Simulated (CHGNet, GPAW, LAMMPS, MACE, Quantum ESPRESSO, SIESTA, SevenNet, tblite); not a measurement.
# Codes compared on amorphous Zn25Hg15S40 (80 atoms)

How near do other programs and methods come to a plane-wave reference for amorphous Zn25Hg15S40 (80 atoms)? A plane-wave run serves as the reference.

Calculated with Quantum ESPRESSO 7.5; Kohn-Sham DFT, PBE, SSSP efficiency 1.3.0 pseudopotentials, plane waves.

## Step 1: The structure

The cell holds 80 atoms: 25 Zn, 15 Hg and 40 S. Its edges and angles: a = 12.129 Å, b = 12.129 Å, c = 12.129 Å, α = 90.0°, β = 90.0°, γ = 90.0°. 80 atoms (25 Zn, 15 Hg, 40 S) placed at random at 5.51 g/cm³, melted at 2500 K for 10 ps at fixed volume with the Stillinger-Weber II-VI potential (Zhou et al., Phys. Rev. B 88, 085309 (2013)). Quenched from 2500 K to 300 K at 3 K/ps and fixed volume, held 5 ps, then minimised at fixed cell.

## Step 2: Plane-wave reference

pw.in

```
&control
  calculation = 'scf'
  pseudo_dir = './pseudo'
  outdir = './tmp'
  disk_io = 'none'
  tprnfor = .true.
  tstress = .true.
/
&system
  ibrav = 0
  nat = 80
  ntyp = 3
  ecutwfc = 55
  ecutrho = 440
  nosym = .true.
  occupations = 'smearing'
  smearing = 'fd'
  degauss = 0.003675
/
&electrons
  conv_thr = 4.0e-07
  electron_maxstep = 100
  mixing_beta = 0.4
  mixing_mode = 'plain'
  diagonalization = 'david'
/
ATOMIC_SPECIES
Zn 65.380 Zn.upf
Hg 200.592 Hg.upf
S 32.060 S.upf
CELL_PARAMETERS angstrom
12.12880 0.00000 0.00000
0.00000 12.12880 0.00000
0.00000 0.00000 12.12880
ATOMIC_POSITIONS crystal
Zn 0.50714 0.82008 0.21521
Zn 0.77795 0.18867 0.74032
Zn 0.20734 0.39273 0.98979
Zn 0.08029 0.16787 0.88995
Zn 0.36219 0.86284 0.78929
Zn 0.37641 0.51982 0.75668
Zn 0.60221 0.37127 0.51952
Zn 0.36149 0.19510 0.78150
Zn 0.86807 0.60439 0.65564
Zn 0.89244 0.43056 0.91276
Zn 0.33239 0.06324 0.05304
Zn 0.78781 0.64391 0.35979
[... 64 atom lines left out ...]
S 0.63911 0.32524 0.81101
S 0.25982 0.46703 0.61154
S 0.06989 0.97669 0.88330
S 0.86446 0.49660 0.09112
K_POINTS gamma
```

The run is started by

```bash
$ OMP_NUM_THREADS=1 mpirun -np 4 pw.x -in pw.in > output.txt
```

Log:

```text
Program PWSCF
     gamma-point specific algorithms are used
     one sub-group per band group will be used
     scalapack distributed-memory algorithm (size of sub-group:  2*  2 procs)
     Parallelization info
     sticks:   dense  smooth     PW     G-vecs:    dense   smooth      PW
     Min        4597    2298    575               469213   165902   20736
     Max        4600    2299    578               469224   165907   20742
     Sum       18393    9193   2305              1876865   663621   82951
     bravais-lattice index     =            0
     lattice parameter (alat)  =      22.9201  a.u.
     unit-cell volume          =   12040.6548 (a.u.)^3
     number of atoms/cell      =           80
     number of atomic types    =            3
     number of electrons       =      1040.00
[... lines left out ...]
     scf convergence threshold =      4.0E-07
[... lines left out ...]
     number of k points=     1  Fermi-Dirac smearing, width (Ry)=  0.0037
[... lines left out ...]
     total energy              =  -17153.66225454 Ry
[... lines left out ...]
     total energy              =  -17151.82857182 Ry
[... lines left out ...]
     total energy              =  -17155.86580010 Ry
[... lines left out ...]
     total energy              =  -17156.35717804 Ry
[... lines left out ...]
     total energy              =  -17156.35717822 Ry
[... lines left out ...]
  -107.1332-107.1328-107.1228-107.0860-107.0859-107.0643-106.9932-106.9063
   -72.7843 -72.7644 -72.7353 -72.7172 -72.6922 -72.6906 -72.6837 -72.6700
   -72.6429 -72.5001 -72.4935 -72.4846 -72.4760 -72.4725 -72.4664 -72.4560
   -72.4556 -72.4546 -72.4385 -72.4362 -72.4189 -72.2759 -72.2754 -72.2653
[...]
13.7183  13.7917  13.8320  13.8442  13.8943  13.9174  13.9271  14.0140
    14.0409  14.0533  14.0684  14.1254  14.1761  14.2063  14.2649  14.2848
     the Fermi energy is     7.7302 ev
!    total energy              =  -17156.35717805 Ry
     estimated scf accuracy    <       0.00000032 Ry
     smearing contrib. (-TS)   =      -0.02154083 Ry
     internal energy E=F+TS    =  -17156.33563722 Ry
     The total energy is F=E-TS. E is the sum of the following terms:
     one-electron contribution =  -14869.40576442 Ry
     hartree contribution      =    7639.39137269 Ry
     xc contribution           =   -1803.28149512 Ry
     ewald contribution        =   -8123.03975037 Ry
     convergence has been achieved in  22 iterations
     Forces acting on atoms (cartesian axes, Ry/au):
     atom    1 type  1   force =     0.00357004   -0.00704800    0.02320636
     atom    2 type  1   force =    -0.01747791    0.01862139   -0.00244669
     atom    3 type  1   force =     0.00614844    0.00218799   -0.01057219
[...]
atom   79 type  3   force =    -0.00450720   -0.01090113   -0.01868342
     atom   80 type  3   force =    -0.00683992   -0.00250893    0.00931325
     Total force =     0.230593     Total SCF correction =     0.003514
     Computing stress (Cartesian axis) and pressure
          total   stress  (Ry/bohr**3)                   (kbar)     P=       -7.58
  -0.00002642   0.00007218  -0.00001262           -3.89       10.62       -1.86
   0.00007218  -0.00010170  -0.00002551           10.62      -14.96       -3.75
  -0.00001262  -0.00002551  -0.00002640           -1.86       -3.75       -3.88
     Message from routine punch:
     Nothing written, as per user request (disk_io='none')
```

Run time: 14 min. Hardware: 4 MPI ranks of Arm Neoverse V2, shared host; peak memory 6.7 GiB.

Banners, paths, timers and routine set-up lines are dropped from the logs unmarked, and long logs keep their key lines alone; longer cuts are marked.

Numbers from this run:

- r.m.s. force component: 0.3827 eV/Å
- longest force: 1.455 eV/Å
- pressure: -0.7577 GPa

## Step 3: Local order

Density 5.51 g/cm³, 22.30 Å³ an atom.

Pair distribution functions g(r), in bins of 0.2 Å:

```
r (Å)  total   S-S   S-Zn  S-Hg  Zn-Zn  Zn-Hg  Hg-Hg
 2.20   0.04  0.00   0.14  0.00   0.00   0.00   0.00
 2.40   3.41  0.00  10.89  0.00   0.00   0.00   0.00
 2.60   1.49  0.00   1.07  5.99   0.00   0.26   0.00
 2.80   0.34  0.00   0.00  1.83   0.00   0.00   0.00
 3.00   0.42  0.69   0.00  1.32   0.00   0.00   0.00
 3.20   0.39  0.70   0.00  0.58   0.00   0.55   1.21
 3.40   0.53  0.75   0.06  0.00   0.59   1.15   3.87
 3.60   1.22  2.29   0.38  0.28   1.72   2.02   1.99
 3.80   1.69  2.29   0.69  0.65   4.87   2.21   1.30
 4.00   1.71  2.35   1.03  0.82   3.29   2.40   1.18
 4.20   1.54  2.33   1.05  1.13   1.16   2.26   1.07
 4.40   1.25  1.02   1.50  0.92   0.95   1.68   1.95
 4.60   0.70  0.50   0.80  1.18   0.43   0.44   0.31
 4.80   0.82  0.80   0.99  1.14   0.29   0.33   0.84
 5.00   0.79  0.49   1.22  0.85   0.37   0.45   0.99
 5.20   0.72  0.40   1.10  0.83   0.42   0.63   0.24
 5.40   0.73  0.49   0.93  0.89   0.46   0.72   0.64
 5.60   0.79  0.40   1.04  1.29   0.43   0.42   0.99
 5.80   0.95  0.55   1.45  1.05   0.47   0.95   0.19
 6.00   1.23  1.07   1.44  1.75   0.82   0.83   0.35
```

Bonds by pair of elements; cutoffs follow the first minimum of g(r), held within bounds set by covalent radii, and pairs that aren't listed don't count as bonded (cutoffs were set anew for this text, so counts can differ from the run's own analysis):

```
pair A-B  cutoff (Å)  bonds  mean length (Å)  spread (Å)  shortest (Å)  B about A  A about B
    S-Zn        3.02     99             2.41       0.074          2.29       2.48       3.96
    S-Hg        3.15     58             2.72        0.18          2.50       1.45       3.87
```

The cutoff for S-Hg falls short of the minimum of g(r), so counts run low and odd coordinations can be artefacts.

How many atoms have how many bonded neighbours:

```
element  mean  2  3   4  5
     Hg  3.87  0  4   9  2
      S  3.92  2  8  21  9
     Zn  3.96  0  2  22  1
```

Rings of the network by King's shortest-path rule, up to 12 atoms, one path for each pair of neighbours; H, halogens, alkali and alkaline-earth atoms are left out, and the last column divides by all other atoms, bonded or not:

```
ring size (atoms)  rings  per network atom
                4     14             0.175
                6    124              1.55
                8     43             0.538
```

## Step 4: The other programs

The programs:
- CHGNet: machine-learned potential, published weights.
- GPAW 26.7.0: PAW with atomic orbitals (LCAO), plane waves or a real-space grid of spacing h.
- MACE: machine-learned potential, published weights.
- Quantum ESPRESSO 7.5: plane waves; labels (QE) give functional, pseudopotential set and cutoffs of waves/density.
- SIESTA 5.4.2: numerical atomic orbitals, whose automatically made sets are far from complete, with PseudoDojo norm-conserving potentials that we converted to its format (checked against plane waves on the same files for H, C, O, Si, Ge and Ca alone); labels give functional, basis size, energy shift and mesh cutoff.
- SevenNet: machine-learned potential, published weights.
- tblite 0.8.0: extended tight binding, driven from Python.

All use the same cell and atoms; the electronic-structure runs use the same k-mesh, and an electronic temperature of 580 K (0.05 eV) where levels are smeared.

Differences are against the plane-wave reference, forces as r.m.s. over components; share is that over the reference's r.m.s. force, slope the least-squares factor from reference forces to these. Total energies of different programs have different zeros and aren't compared.

```
                                                         run  Δ force, r.m.s. (meV/Å)  share (%)  slope  Δ pressure (GPa)  cores  CPU time  memory (GiB)
                                                   reference                        -          -      -                 -      4    56 min           6.7
                                      CHGNet 0.3.0 potential                      220       57.6  0.666            0.0268      1       3 s          0.68
                                 GPAW PBE, LCAO dzp, h 0.2 Å                     57.5       15.0  1.014                 -      1   5.6 min           1.9
                       GPAW PBE, LCAO dzp, h 0.25 Å (coarse)                     58.1       15.2  1.020                 -      1   3.5 min           1.1
                    GPAW PBE, LCAO sz(dzp), h 0.2 Å (coarse)                      183       47.8  0.990                 -      1   2.5 min           1.6
                            GPAW PBE, grid h 0.24 Å (coarse)                     28.5       7.46  1.021                 -      4    75 min           3.3
                                MACE MP-0b3 medium potential                      124       32.3  0.913            -0.378      1       7 s          0.85
             QE PBE+D3(BJ), sssp-1.3.0-efficiency, 55/440 Ry                     7.96       2.08  0.999             -2.34      4    56 min           6.8
         SIESTA PBE, DZ, shift 0.01 Ry, mesh 500 Ry (coarse)                      287       75.0  1.111            -0.204      2   4.5 min           1.6
                 SIESTA PBE, DZP, shift 0.01 Ry, mesh 200 Ry                      135       35.2  1.065             -3.40      2   2.2 min          0.84
                 SIESTA PBE, DZP, shift 0.01 Ry, mesh 500 Ry                      135       35.2  1.064             -3.44      2   6.9 min           2.3
                 SIESTA PBE, TZP, shift 0.01 Ry, mesh 500 Ry                      132       34.6  1.063             -3.83      4     9 min           2.9
SIESTA RPBE, PBE potentials, DZP, shift 0.01 Ry, mesh 500 Ry                      148       38.6  1.079            -0.938      2   6.8 min           2.3
                                     SevenNet l3i5 potential                     92.8       24.3  0.936             0.314      1     8.2 s           1.1
                                             tblite GFN1-xTB                      320       83.6  0.882             0.982      1     4.4 s          0.13
```

Rows marked coarse were listed beforehand as settings not expected to be converged; some can still land near the reference.

Times of the machine-learned potentials are mostly Python's start and the loading of weights.

CPU time is summed over cores on a shared host, where runs went side by side, so it is rough. Symmetry, cutoffs, thresholds, outputs and thread counts weren't matched or tuned between programs; memory under MPI is the largest rank's times the ranks.

Mean charges by element (e), by run and scheme:

```
                                                         run     scheme     Zn     Hg      S
                 SIESTA PBE, DZP, shift 0.01 Ry, mesh 200 Ry  Hirshfeld  +0.61  +0.63  -0.62
                 SIESTA PBE, DZP, shift 0.01 Ry, mesh 500 Ry  Hirshfeld  +0.61  +0.63  -0.62
                 SIESTA PBE, TZP, shift 0.01 Ry, mesh 500 Ry  Hirshfeld  +0.60  +0.62  -0.61
SIESTA RPBE, PBE potentials, DZP, shift 0.01 Ry, mesh 500 Ry  Hirshfeld  +0.62  +0.64  -0.62
                                             tblite GFN1-xTB   Mulliken  +0.37  +0.10  -0.27
```

Within one program, basis, potentials and functional, energies share a zero. Each run against its twin at the usual cutoff or grid and solver:

```
                                        run                             twin  Δ energy (meV/atom)  Δ force, r.m.s. (meV/Å)  CPU time over the twin's
               GPAW PBE, LCAO dzp, h 0.25 Å                LCAO dzp, h 0.2 Å                 82.5                     37.4                      0.63
SIESTA PBE, DZP, shift 0.01 Ry, mesh 200 Ry  DZP, shift 0.01 Ry, mesh 500 Ry                -2.98                     5.92                      0.32
```

## Step 5: Outcome

```json
{"reference r.m.s. force component": "0.383 eV/Å", "nearest in forces": "QE PBE+D3(BJ), sssp-1.3.0-efficiency, 55/440 Ry, 2.1 %", "farthest in forces": "tblite GFN1-xTB, 84 %", "cheapest electronic-structure run beside the reference": "tblite GFN1-xTB, 4.4 s of CPU time"}
```

The PBE runs in local orbitals, coarse settings apart, differ by 15 % (GPAW PBE, LCAO dzp, h 0.2 Å) to 35 % (SIESTA PBE, DZP, shift 0.01 Ry, mesh 200 Ry); basis, grid and potentials can all enter. Tight binding differs by 84 % (tblite GFN1-xTB); it is another model, with fitted parameters of its own, and the xTB methods hold dispersion. Machine-learned potentials differ by 24 % (SevenNet l3i5 potential) to 58 % (CHGNet 0.3.0 potential); they were trained on other programs' data. Among those trained on PBE data the slope goes as low as 0.67, with a correlation of 0.82, so directions differ as well as sizes. In the reference's own program, potentials and cutoffs, a change of model alone moves forces by 2.1 % (QE PBE+D3(BJ), sssp-1.3.0-efficiency, 55/440 Ry). Other rows with another functional or a dispersion term differ by 39 % (SIESTA RPBE, PBE potentials, DZP, shift 0.01 Ry, mesh 500 Ry), which mixes the change of model with differences of basis and potentials, some of them made for another functional. GPAW PBE, grid h 0.24 Å needed 82 SCF steps, so its time overstates the method's usual cost. Runs with settings chosen to be coarse differ by 7.5 % (GPAW PBE, grid h 0.24 Å) to 75 % (SIESTA PBE, DZ, shift 0.01 Ry, mesh 500 Ry), their programs' other errors included. Of the electronic-structure runs that take under half the reference's CPU time, GPAW PBE, LCAO dzp, h 0.2 Å is among the nearest, at 15 % in 5.6 min against 56 min. In pressure, SIESTA PBE, TZP, shift 0.01 Ry, mesh 500 Ry misses by -3.8 GPa, at the same functional. Charges hang on model, scheme and program or settings: among these rows the mean for Hg runs from +0.10 to +0.64 e. In the reference: levels near the Fermi energy are neither full nor empty under the smearing, so no gap is quoted. In the reference: for some of the pairs, g(r) has its first main peak near 2.4 Å (S-Zn), 2.6 Å (S-Hg), 3.8 Å (Zn-Zn), 3.9 Å (Zn-Hg) and 3.4 Å (Hg-Hg). Periodic xTB results under one method name differ between programs and library versions. The potentials hold different valence shells: 1040 electrons in the reference, 810 in GPAW; this bears on time and differences. The reference's pressure holds the uncorrected Pulay stress of its 55 Ry basis, so small pressure differences, and their order, may be the reference's own error. Machine-learned potentials mimic data converged in k, so the reference's own k-point error enters their differences. The quench rate of 3 K/ps is many orders above laboratory rates, so the cell is likely richer in defects and strain than a real sample. The network of bonds at the start is that of the classical potential that made the cell, and needn't be the one that DFT or experiment would give. The electronic-structure runs sample only Γ, in a cell whose shortest periodic width is 12 Å, which is coarse for a cell with partly filled levels. Spin–orbit coupling is left out, which matters for the levels of the heavy elements.

[Also dropped from logs without a mark: logging warnings of Python, and SIESTA's first energy breakdown and zero terms.]

[Logs are printed without paths, hosts, clocks, repeated set-up lines and the standing remarks that a program may print on its own settings, such as how far it seeks lower states.]

[Hosts, paths, dates, database ids (printed as entryN), source tags and the programs' standing remarks are cut or masked in the printed files.]
